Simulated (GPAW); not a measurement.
Two runs for the La L₃ edge of atom 1 in LaS (Fm-3m). Run A: GPAW, LDA, excited-electron core hole (neutral cell), 12-atom cell with 7.2 Å between holes, 3×3×3 k points, dipole transitions, Gaussian full width 3.41 eV up to 4 eV, rising linearly to 3.5 eV at 25 eV, without spin-orbit coupling. Run B differs in one choice.

Energy from the lowest empty level; intensity scaled to a mean of 1 over the first 20 eV:

```
E (eV)     A     B
  -2.0  0.16  0.25
  -1.5  0.30  0.47
  -1.0  0.51  0.78
  -0.5  0.81  1.20
   0.0  1.18  1.66
   0.5  1.59  2.11
   1.0  1.98  2.46
   1.5  2.29  2.62
   2.0  2.47  2.58
   2.5  2.48  2.37
   3.0  2.33  2.05
   3.5  2.06  1.70
   4.0  1.73  1.38
   4.5  1.40  1.14
   5.0  1.11  0.98
   5.5  0.91  0.89
   6.0  0.77  0.85
   6.5  0.70  0.83
   7.0  0.68  0.83
   7.5  0.69  0.82
   8.0  0.71  0.81
   8.5  0.73  0.79
   9.0  0.74  0.77
   9.5  0.74  0.75
  10.0  0.73  0.72
  10.5  0.70  0.68
  11.0  0.68  0.63
  11.5  0.64  0.60
  12.0  0.61  0.57
  12.5  0.57  0.57
  13.0  0.54  0.59
  13.5  0.53  0.62
  14.0  0.53  0.64
  14.5  0.57  0.66
  15.0  0.61  0.66
  15.5  0.67  0.65
  16.0  0.72  0.64
  16.5  0.76  0.62
  17.0  0.77  0.60
  17.5  0.75  0.58
  18.0  0.72  0.55
  18.5  0.66  0.52
  19.0  0.61  0.51
  19.5  0.57  0.52
  20.0  0.54  0.55
  20.5  0.53  0.60
  21.0  0.53  0.66
  21.5  0.54  0.73
  22.0  0.56  0.80
  22.5  0.57  0.85
  23.0  0.59  0.88
  23.5  0.61  0.89
  24.0  0.63  0.87
  24.5  0.64  0.82
  25.0  0.65  0.76
  25.5  0.65  0.68
  26.0  0.65  0.61
  26.5  0.64  0.56
  27.0  0.63  0.53
  27.5  0.62  0.54
  28.0  0.62  0.57
  28.5  0.63  0.62
```

**Question.** What was changed?
a) the plane-wave cutoff
b) the volume of the cell
c) the broadening
d) the size of the supercell

(d): run B changes the supercell atoms from 12 to 2, and the k mesh follows the cell. The scaled spectrum changes by 19 % r.m.s. A shift of -0.6 eV leaves 11 %. The highest intensity below 24 eV goes from 2.2 eV (2.49) to 1.6 eV (2.63). Other settings could leave a like mark; this is the one that was changed.

[Banner, clock and machine lines of the logs are left out without a mark of their own.]

[Logs are printed without paths, hosts, clocks, repeated set-up lines and the standing remarks that a program may print on its own settings, such as how far it seeks lower states.]

[Hosts, paths, dates, database ids (printed as entryN), source tags and the programs' standing remarks are cut or masked in the printed files.]

[Lists of maxima count a maximum above −3 eV only where it reaches 4 % of the highest in the window and stands out from its surroundings by 2 % of it (1.5 % where it reaches 55 %); shoulders and weaker maxima are passed over, and of the rest the first, up to two pre-edge ones and the few strongest are named.]
